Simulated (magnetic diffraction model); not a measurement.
# Which magnetic order? Ce₄In₁₆Co₃

Space group P4/mmm (no. 123), a = 6.5020 Å, c = 11.7790 Å.

| site | atom | x | y | z |
| --- | --- | --- | --- | --- |
| 4i | Ce | 0 | 1/2 | 0.1934 |
| 2g | In | 0 | 0 | 0.2153 |
| 2h | In | 1/2 | 1/2 | 0.1937 |
| 4j | In | 0.2779 | 0.7221 | 0 |
| 8r | In | 0.7510 | 0.2490 | 0.3843 |
| 1a | Co | 0 | 0 | 0 |
| 2e | Co | 0 | 1/2 | 1/2 |

The compound is invented for this exercise: a known structure type with other elements, its cell scaled to their sizes and not relaxed.

Only Ce is taken to order (form factors of Ce3+); orders and moment sizes are assumed, and not adapted to the symmetry. Radiation: neutrons of λ = 4.2 Å, 5° to 100°; isotropic B of 0.39 Å² (Ce), 0.48 Å² (In) and 0.53 Å² (Co). The intensities are simulated: I ∝ L Σ (|F_N|² + |F_M⊥|²) for unpolarised neutrons, with F_M = 2.695 fm/μB × Σ f(s) S exp(2πi Q·r) exp(−B s²) at Q = H ± k (one set where k and −k are equivalent), only the part normal to Q counting and L = 1/(sin²θ cos θ). For collinear order S is the moment m, which repeats by lattice and centring translations R with the sign exp(−2πi k·R). Form factors are spin-only for 3d ions and dipole or tabulated for f ions, scattering lengths are Sears's of 1992, and absorption is left out. A label names one of the reflections at its angle. The strongest nuclear line in the range is 100, and lines under 0.2 are left out.

Above the ordering temperature:

```csv
2θ (°),index,I
43.30,(1 0 1),0.5
54.36,(1 1 0),1.7
57.51,(1 0 2),0.3
58.72,(1 1 1),3.8
64.67,(0 0 3),0.3
77.34,(1 0 3),0.3
80.47,(2 0 0),0.8
84.15,(2 0 1),22.3
89.39,(1 1 3),11.0
92.47,(2 1 0),1.6
95.09,(2 0 2),100.0
96.13,(2 1 1),2.2
```

Below it (cell unchanged):

```
2θ (°)      I
 20.54    7.7
 41.78    9.1
 43.30    0.5
 54.36   11.4
 57.51    0.3
 58.72    6.1
 64.67    5.8
 70.83    9.8
 77.34    0.3
 80.47    5.9
 84.15   23.5
 89.39   21.8
 92.47    1.6
 95.09  105.9
 96.13    2.2
```

**Question.** Find the propagation vector, then choose among these models:
A. collinear moments along [101], 1.7 μB on Ce; signs + at (0, 1/2, 0.1934), − at (1/2, 0, 0.1934), + at (0, 1/2, 0.8066), − at (1/2, 0, 0.8066)
B. collinear moments along [010], 1.7 μB on Ce; signs + at (0, 1/2, 0.1934), − at (1/2, 0, 0.1934), + at (0, 1/2, 0.8066), − at (1/2, 0, 0.8066)
C. collinear moments along [101], 1.7 μB on Ce; signs + at (0, 1/2, 0.1934), + at (1/2, 0, 0.1934), + at (0, 1/2, 0.8066), + at (1/2, 0, 0.8066)
D. collinear moments along [010], 1.7 μB on Ce; signs + at (0, 1/2, 0.1934), + at (1/2, 0, 0.1934), + at (0, 1/2, 0.8066), + at (1/2, 0, 0.8066)

No line moves, and magnetic intensity falls on nuclear lines such as the one at 89.39°; new lines at (0 0 2) have whole indices that obey the lattice centring, at places with no nuclear intensity to speak of, so the magnetic cell equals the chemical primitive cell: k = 0.

Magnetic intensity, observed (below minus above) and for each model:

| 2θ (°) | index | observed | A | B | C | D |
| --- | --- | --- | --- | --- | --- | --- |
| 37.69 | (1 0 0) | <0.2 | 33.9 | 19.2 | <0.2 | <0.2 |
| 41.78 | (0 0 2) | 9.1 | <0.2 | <0.2 | 2.1 | 9.1 |
| 54.36 | (1 1 0) | 9.7 | <0.2 | <0.2 | 17.1 | 9.7 |
| 57.51 | (1 0 2) | <0.2 | 10.6 | 15.6 | <0.2 | <0.2 |
| 70.83 | (1 1 2) | 9.8 | <0.2 | <0.2 | 9.1 | 9.8 |
| 77.34 | (1 0 3) | <0.2 | 6.8 | 14.4 | <0.2 | <0.2 |
| 89.39 | (1 1 3) | 10.8 | <0.2 | <0.2 | 6.9 | 10.8 |
| 92.47 | (2 1 0) | <0.2 | 15.2 | 8.6 | <0.2 | <0.2 |

Model D matches.

The structure used: k = (0 0 0), collinear moments along [010], 1.7 μB on Ce; signs + at (0, 1/2, 0.1934), + at (1/2, 0, 0.1934), + at (0, 1/2, 0.8066), + at (1/2, 0, 0.8066).

[Logs are printed without paths, hosts, clocks, repeated set-up lines and the standing remarks that a program may print on its own settings, such as how far it seeks lower states.]
